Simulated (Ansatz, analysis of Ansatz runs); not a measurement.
# Li5AuO4 (C2/m), nudged elastic band: V_O hop (2.9 Å) (q = 0), part 2 of 5

Wanted: path and barrier of a jump of O in Li5AuO4 (C2/m) at charge 0. The case: V_O hop (2.9 Å), in a cell of 80 host atoms with 1 O taken out.

Ansatz 0.2.0; plane-wave PAW DFT, PBEsol; nudged elastic band between two relaxed defect structures.

So far: Set-up; Relaxation of the start point, charge 0.

## (3) Relaxation of the end point, charge 0

Level of this step: plane-wave PAW DFT, PBEsol; relaxation of all atoms of a defect supercell (Ansatz).

The end point is relaxed in the same cell and settings, so that the two energies compare. Atoms more than 3.2 Å from the middle of the hop start where the first relaxation left them, the nearer ones on or close to their ideal places, with small random displacements.

The input, q0.end/input.yaml:

```yaml
crystal:
  lattice:
    - [9.40268524, 0.0, -0.02548652]
    - [0.0, 9.40405317, 0.0]
    - [-2.07562506, 0.0, 9.16358709]
  atoms:
    - { symbol: Li, position: [-0.00221726, 0.79082915, 0.24745328] }
    - { symbol: Li, position: [0.24944479, 0.29105428, 0.24873503] }
[... 25 atom lines left out ...]
    - { symbol: Li, position: [0.25, 0.7075647, 0.75] }
[... 5 atom lines left out ...]
    - { symbol: O, position: [0.37789862, 0.35260183, 0.62509074] }
[... 1 atom line left out ...]
    - { symbol: O, position: [0.37210138, 0.85260183, 0.87490926] }
[... 7 atom lines left out ...]
    - { symbol: Li, position: [0.5, 0.71745358, 0.0] }
[... 4 atom lines left out ...]
    - { symbol: Li, position: [0.73825834, 0.49554366, -0.01083025] }
[... 10 atom lines left out ...]
    - { symbol: Li, position: [0.5, 0.7924353, 0.75] }
[... 3 atom lines left out ...]
    - { symbol: Li, position: [0.5, 0.71745358, 0.5] }
[... 2 atom lines left out ...]
    - { symbol: Li, position: [0.75, 0.7075647, 0.75] }
[... 2 atom lines left out ...]
    - { symbol: Au, position: [0.5, 0.5, 0.75] }
[... 1 atom line left out ...]
    - { symbol: O, position: [0.62789862, 0.85260183, 0.62509074] }
[... 1 atom line left out ...]
    - { symbol: O, position: [0.62210138, 0.35260183, 0.87490926] }
[... 3 atom lines left out ...]
    - { symbol: O, position: [0.37722, 0.647956, 0.624672] }
    - { symbol: O, position: [0.87679392, 0.1453632, 0.87466747] }
basis:
  ecutwfc: 420
  xc_grid: 2
hamiltonian:
  xc: pbesol
kpoints:
  mp_grid: { grid: [1, 1, 1], shift: [0.25, 0.25, 0.25] }
scf:
  occupations: { method: fixed }
  max_iter: 150
output:
  forces: true
relax:
  f_tol: 0.02
  max_steps: 70
  random_displacement: { amplitude: 0.01, seed: 2553 }
```

On the command line:

```sh
$ ansatz run input.yaml --threads 4 --pin off --max-ram 14131MiB --backend cpu --events-out ev --progress --plain --runs-dir out
```

Numbers of over 12 decimals in the logs are rounded to 6 here.

The program printed:

```text
[...]
Crystal: 79 atoms, lattice volume = 809.778 Å³
Basis set: ecut = 420 eV, 15817 PW (Γ), exchange–correlation on 128×128×128 points (8 copies of the dense FFT grid, shifted against one another)
Bands: 308, of which v1, the nominal top of the filled ones, is band 229 counted from 1 (228 counted from 0)
Symmetry: 1 space group operations
k-points: 1
[...]
SCF iter   1: F=—  HF=-129605.483932 eV  |F-HF|=—  |Δ(HF+E_count)|=         —  Δρ=1.42e-2  dr2=1.50e0  ethr=1.77e-3  ⟨swp⟩=5.0  Hψ=894  notcnv=0  defer=75
[...]
SCF iter   9: F=-129605.073667 eV  HF=-129605.073667 eV  |F-HF|=1.20e-7  |Δ(HF+E_count)|=   2.68e-6  Δρ=6.74e-6  dr2=3.79e-7  ethr=2.18e-9  ⟨swp⟩=2.0  Hψ=888  notcnv=0
SCF 1 converged in 9 iterations: F = -129605.073667 eV  dr2 = 3.79e-7
[...]
F+E_penalty+E_count = -129606.28808598 eV   max|allowed force component| = 6.148e-3 eV/Å
  atoms:
    - { symbol: Li, position: [0.002096, 0.789685, 0.251860] }
    - { symbol: Li, position: [0.250230, 0.291563, 0.250165] }
[...]
- { symbol: Li, position: [0.251082, 0.706382, 0.750834] }
[...]
- { symbol: O, position: [0.370686, 0.343841, 0.616741] }
    [... 1 atom left out ...]
    - { symbol: O, position: [0.373233, 0.854448, 0.876339] }
[...]
- { symbol: Li, position: [0.492707, 0.720435, -0.000360] }
[...]
- { symbol: Li, position: [0.484005, 0.809409, 0.734099] }
    [... 3 atoms left out ...]
    - { symbol: Li, position: [0.499648, 0.714660, 0.499906] }
    [... 2 atoms left out ...]
    - { symbol: Li, position: [0.748950, 0.706588, 0.741210] }
    [... 2 atoms left out ...]
    - { symbol: Au, position: [0.514551, 0.522640, 0.764589] }
    [... 1 atom left out ...]
    - { symbol: O, position: [0.627194, 0.852879, 0.625497] }
    [... 5 atoms left out ...]
    - { symbol: O, position: [0.381702, 0.657127, 0.629366] }
    [... 1 atom left out ...]
[key lines of the parts left out:]
SCF converged after 7 iterations
Free energy (F): -129606.288086 eV
Fermi energy:    5.971487 eV
```

Elapsed: 71 s, on 4 threads of Arm Neoverse V1, shared host; peak memory 1.4 GiB.

Step by step:

```csv
step,energy less that of the first step (eV),largest force component (eV/Å)
1,0.0000,2.7905
2,-0.7496,0.9185
3,-1.0753,0.4905
4,-1.1827,0.1993
5,-1.2105,0.0930
6,-1.2139,0.0310
7,-1.2144,0.0061
```

The atoms that moved most (Å, from the sites as typed, ahead of the random displacement):

```csv
atom,dx,dy,dz,length
Li43,0.140,0.197,0.176,0.299
Li49,0.185,-0.092,0.197,0.285
Li30,0.182,0.070,0.197,0.277
Au70,0.107,0.213,0.134,0.274
Li60,-0.117,0.160,-0.145,0.245
O74,0.072,0.130,0.087,0.172
O34,-0.050,-0.082,-0.076,0.122
O78,0.033,0.086,0.043,0.102
```

Neighbours of O78 at the end:

```csv
atom,distance (Å)
Li60,1.876
Li64,1.899
Li28,1.911
Li24,1.919
Au70,2.016
Li30,2.076
O34,2.949
O72,2.959
O36,2.986
O16,3.000
O19,3.012
O33,3.015
```

Read from the output:

* free energy: -129606.2881 eV
* r.m.s. move of the farther half of the atoms: 0.02476 Å
* largest move from the ideal geometry of this structure, a common shift of the far atoms taken out: 0.3094 Å

The relaxation gained 1.214 eV and ended with a largest force component of 0.0061 eV/Å. The end lies 0.007 eV above the start.

[end of part 2 of 5]

[Logs are printed without paths, hosts, clocks, repeated set-up lines and the standing remarks that a program may print on its own settings, such as how far it seeks lower states.]

[Hosts, paths, dates, database ids (printed as entryN), source tags and the programs' standing remarks are cut or masked in the printed files.]
